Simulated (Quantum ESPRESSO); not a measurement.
**CoO: parallel and opposed starts**

A self-consistent run ends on one state, which hangs on the start. Several orders of CoO are started in Quantum ESPRESSO and their energies compared.

Calculated with Quantum ESPRESSO 7.5; PBEsol with U = 3.5 eV on Co d (ortho-atomic projectors); plane waves with GBRV 1.5 PBEsol potentials, no spin-orbit coupling.

Report form: the programs' logs are mostly left out.

## (1) The structure

The structure is cubic, space group Fm-3m (No. 225). The conventional cell has a = 4.263 Å, b = 4.263 Å, c = 4.263 Å, α = 90.00°, β = 90.00°, γ = 90.00°. Co has 6 O at 2.13 Å nearest. Nearest to O lie 6 Co at 2.13 Å. Farther neighbours and most contacts between anions are not listed.

The cell comes from the Crystallography Open Database.

## (2) Run 1, typed as ferro +

The signs are those of the starting moments on the seeded atoms, the atoms that are given a moment.

Input file pw.in:

```
&CONTROL
  calculation = 'scf'
  prefix = 'pwscf'
  outdir = './tmp'
  pseudo_dir = './pseudo'
  disk_io = 'nowf'
/
&SYSTEM
  ibrav = 0
  celldm(1) = 8
  nat = 2
  ntyp = 2
  ecutwfc = 40
  ecutrho = 280
  nbnd = 20
  occupations = 'smearing'
  smearing = 'fd'
  degauss = 0.00367493
  nspin = 2
  starting_magnetization(1) = 0.1765
  starting_magnetization(2) = 0
/
&ELECTRONS
  conv_thr = 4d-09
  electron_maxstep = 150
  mixing_beta = 0.3
/
ATOMIC_SPECIES
Co     58.9332 co_pbesol_v1.2.uspp.F.UPF
O      15.9990 o_pbesol_v1.2.uspp.F.UPF
CELL_PARAMETERS alat
   0.0000000000000    0.5034939043300    0.5034939043300
   0.5034939043300    0.0000000000000    0.5034939043300
   0.5034939043300    0.5034939043300    0.0000000000000
ATOMIC_POSITIONS crystal
Co      0.0000000000    0.0000000000    0.0000000000
O       0.5000000000    0.5000000000    0.5000000000
K_POINTS automatic
8 8 8 0 0 0
HUBBARD {ortho-atomic}
U Co-3d 3.5000
```

Launch:

```
$ OMP_NUM_THREADS=1 mpirun -n 4 pw.x -nk 4 -in pw.in > pw.out
```

Elapsed: 5.4 s, on 4 MPI ranks of Arm Neoverse V1, shared host; peak memory 0.25 GiB.

Spin moment in the atom's sphere by atom:

```csv
atom,spin moment in the atom's sphere (μB)
Co1,2.61
O2,0.28
```

This step gave:

| Item | Value |
| --- | --- |
| smearing term TS | 0.03466 eV |
| magnetization | 2.995 μB |
| absolute magnetization | 3.024 μB |
| final state | ferromagnetic |

## (3) Start 2: antiferro q=(0,0,1/2) +−

The cell is doubled to 4 atoms to hold this order. The wavevector q is in fractions of the reciprocal vectors of the crystal's primitive cell, as the cells of these inputs are built from it; moments change sign between cells as cos(2π q·R).

Input file pw.in:

```
&CONTROL
  calculation = 'scf'
  prefix = 'pwscf'
  outdir = './tmp'
  pseudo_dir = './pseudo'
  disk_io = 'nowf'
/
&SYSTEM
  ibrav = 0
  celldm(1) = 8
  nat = 4
  ntyp = 3
  ecutwfc = 40
  ecutrho = 280
  nbnd = 32
  occupations = 'smearing'
  smearing = 'fd'
  degauss = 0.00367493
  nspin = 2
  starting_magnetization(1) = 0.1765
  starting_magnetization(2) = -0.1765
  starting_magnetization(3) = 0
/
&ELECTRONS
  conv_thr = 8d-09
  electron_maxstep = 150
  mixing_beta = 0.3
/
ATOMIC_SPECIES
Co1    58.9332 co_pbesol_v1.2.uspp.F.UPF
Co2    58.9332 co_pbesol_v1.2.uspp.F.UPF
O      15.9990 o_pbesol_v1.2.uspp.F.UPF
CELL_PARAMETERS alat
   0.0000000000000    0.5034939043300    0.5034939043300
   0.5034939043300    0.0000000000000    0.5034939043300
   1.0069878086600    1.0069878086600    0.0000000000000
ATOMIC_POSITIONS crystal
Co1     0.0000000000    0.0000000000    0.0000000000
Co2     0.0000000000    0.0000000000    0.5000000000
O       0.5000000000    0.5000000000    0.2500000000
O       0.5000000000    0.5000000000    0.7500000000
K_POINTS automatic
8 8 4 0 0 0
HUBBARD {ortho-atomic}
U Co1-3d 3.5000
U Co2-3d 3.5000
```

It took 31 s on 4 MPI ranks; peak memory 0.36 GiB; 2.1 min of CPU time.

Spin moment in the atom's sphere by atom:

```csv
atom,spin moment in the atom's sphere (μB)
Co1,2.55
Co2,-2.55
O3,0.00
O4,0.00
```

Read from the output:

```
smearing term TS       : 0.06392 eV
magnetization          : 0 μB
absolute magnetization : 5.427 μB
final state            : antiferromagnetic
```

## (4) Run 3, typed as antiferro q=(0,1/2,1/2) +−

The cell is doubled to 4 atoms to hold this order.

pw.in: that of step 3 with these lines changed.

```diff
@@ -34,11 +34,11 @@
    0.0000000000000    0.5034939043300    0.5034939043300
-   0.5034939043300    0.0000000000000    0.5034939043300
-   1.0069878086600    1.0069878086600    0.0000000000000
+   1.0069878086600    0.0000000000000    1.0069878086600
+   1.0069878086600    0.5034939043300    0.5034939043300
 ATOMIC_POSITIONS crystal
 Co1     0.0000000000    0.0000000000    0.0000000000
-Co2     0.0000000000    0.0000000000    0.5000000000
-O       0.5000000000    0.5000000000    0.2500000000
-O       0.5000000000    0.5000000000    0.7500000000
+Co2     0.0000000000    0.5000000000    0.0000000000
+O       0.5000000000    0.0000000000    0.5000000000
+O       0.5000000000    0.5000000000    0.5000000000
 K_POINTS automatic
-8 8 4 0 0 0
+8 4 8 0 0 0
 HUBBARD {ortho-atomic}
```

Run time: 56 s. Hardware: 4 MPI ranks; peak memory 0.42 GiB; 3.7 min of CPU time.

Spin moment in the atom's sphere by atom:

```csv
atom,spin moment in the atom's sphere (μB)
Co1,2.43
Co2,-2.43
O3,-0.05
O4,0.05
```

Numbers from this step:

```
smearing term TS       : 0.08320 eV
magnetization          : 0 μB
absolute magnetization : 5.216 μB
final state            : antiferromagnetic
```

## (5) The states side by side

An order is kept where moments of 0.15 μB or more survive with the typed signs; meshes match where a doubled cell samples the same k points as the first cell.

Orders:

```csv
start,final state,typed order kept,energy over the lowest (meV a seeded atom),largest site moment (μB),net moment (μB a cell of the first run),mesh matched,CPU time (s)
ferro +,ferromagnetic,yes,41.64,2.609,2.995,yes,21.2
"antiferro q=(0,0,1/2) +-",antiferromagnetic,yes,0,2.545,0,yes,124.3
"antiferro q=(0,1/2,1/2) +-",antiferromagnetic,yes,99.98,2.429,0,yes,222.5
```

## (6) Occupations of the corrected shells in the lowest state

Occupations of the Hubbard shells:

```csv
block,type,shell,spin,electrons,occupation numbers
1,Co1,3d,up,4.961,0.989 0.989 0.994 0.994 0.994
1,Co1,3d,down,2.347,0.148 0.148 0.669 0.669 0.713
2,Co2,3d,up,2.347,0.148 0.148 0.669 0.669 0.713
2,Co2,3d,down,4.961,0.989 0.989 0.994 0.994 0.994
```

## (7) Summary of results

```yaml
lowest_state_found: antiferromagnetic (from antiferro q=(0,0,1/2) +-)
largest_site_moment: 2.55 μB
next_state_with_moments: ferromagnetic, 41.6 meV a seeded atom higher
```

**Reading.** Only these 3 starts were compared; other wavevectors, canted and longer-period orders were not. The smearing term is large for its width, so states at the Fermi level are partly filled: at this level the cell is a metal or has a gap of a few widths at most. Degenerate orbitals of a corrected shell are partly filled. Whether a state of lower symmetry lies under this one was not tested; under a U it often does.

[Logs and program files are shortened in this print: banners, set-up blocks, solver, clock and traceback lines can be left out without a mark of their own.]

[Logs are printed without paths, hosts, clocks, repeated set-up lines and the standing remarks that a program may print on its own settings, such as how far it seeks lower states.]

[Hosts, paths, dates, database ids (printed as entryN), source tags and the programs' standing remarks are cut or masked in the printed files.]

[Where a cell is said to come from a database of computed structures, the database is the Materials Project.]
